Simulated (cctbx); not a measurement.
**Resonant diffraction in Sm2Al3Ru**

Space group R-3m (no. 166), a = 5.6450 Å, b = 5.6450 Å, c = 13.0040 Å, α = 90.00°, β = 90.00°, γ = 120.00°.

| atom | mult. | x | y | z | Ueq (Å²) |
| --- | --- | --- | --- | --- | --- |
| Sm1 | 6 | 1/3 | 2/3 | 0.0423 | 0.0064 |
| Ru1 | 3 | 0 | 0 | 0 | 0.0118 |
| Al1 | 9 | 1/6 | 1/3 | 5/6 | 0.0135 |

This is a model crystal, built by substitution and not relaxed, with assumed displacement parameters.

Calculated with cctbx: free-atom f′ and f″ from the Sasaki tables, no fine structure; amplitudes in electrons.

```csv
E (eV),F 2 0 2,F 1 0 1,F 2 1 4,F 1 2 2
21517,166.9,95.2,194.1,56.9
21867,164.8,97.3,195.9,54.8
21997,162.8,99.3,197.8,52.9
22057,160.9,101.2,199.5,51.1
22087,159.0,103.2,201.3,49.3
22102,157.2,105.0,203.0,47.5
22109,155.6,106.7,204.5,46.0
22113,154.0,108.3,206.1,44.4
22121,151.7,110.8,208.3,43.0
22125,154.8,107.6,205.4,46.0
22132,157.0,105.3,203.3,48.0
22147,159.1,103.1,201.2,50.1
22177,161.2,100.9,199.2,52.0
22267,163.9,98.1,196.6,54.6
22517,166.8,95.0,193.7,57.4
```

**Question.** Which edge is crossed, and why do the reflections move as they do?

The K edge of Ru. The edge is at 22117 eV. f′ of Ru falls from -4.6 e at 21997 eV to -7.7 e at 4 eV below it, and f″ steps from 0.54 to 3.66 e across it. Over that approach |F| changes by -5 % (2 0 2), +9 % (1 0 1), +4 % (2 1 4) and -16 % (1 2 2): a reflection falls where Ru scatters in phase with the total and rises where it scatters against it; it hardly moves where the Ru term is small or cancels by symmetry. Above the edge the larger f″ enters the imaginary part, where it can add to or cancel the other atoms' f″. The structure is centrosymmetric, so Friedel mates stay equal.

[Logs are printed without paths, hosts, clocks, repeated set-up lines and the standing remarks that a program may print on its own settings, such as how far it seeks lower states.]
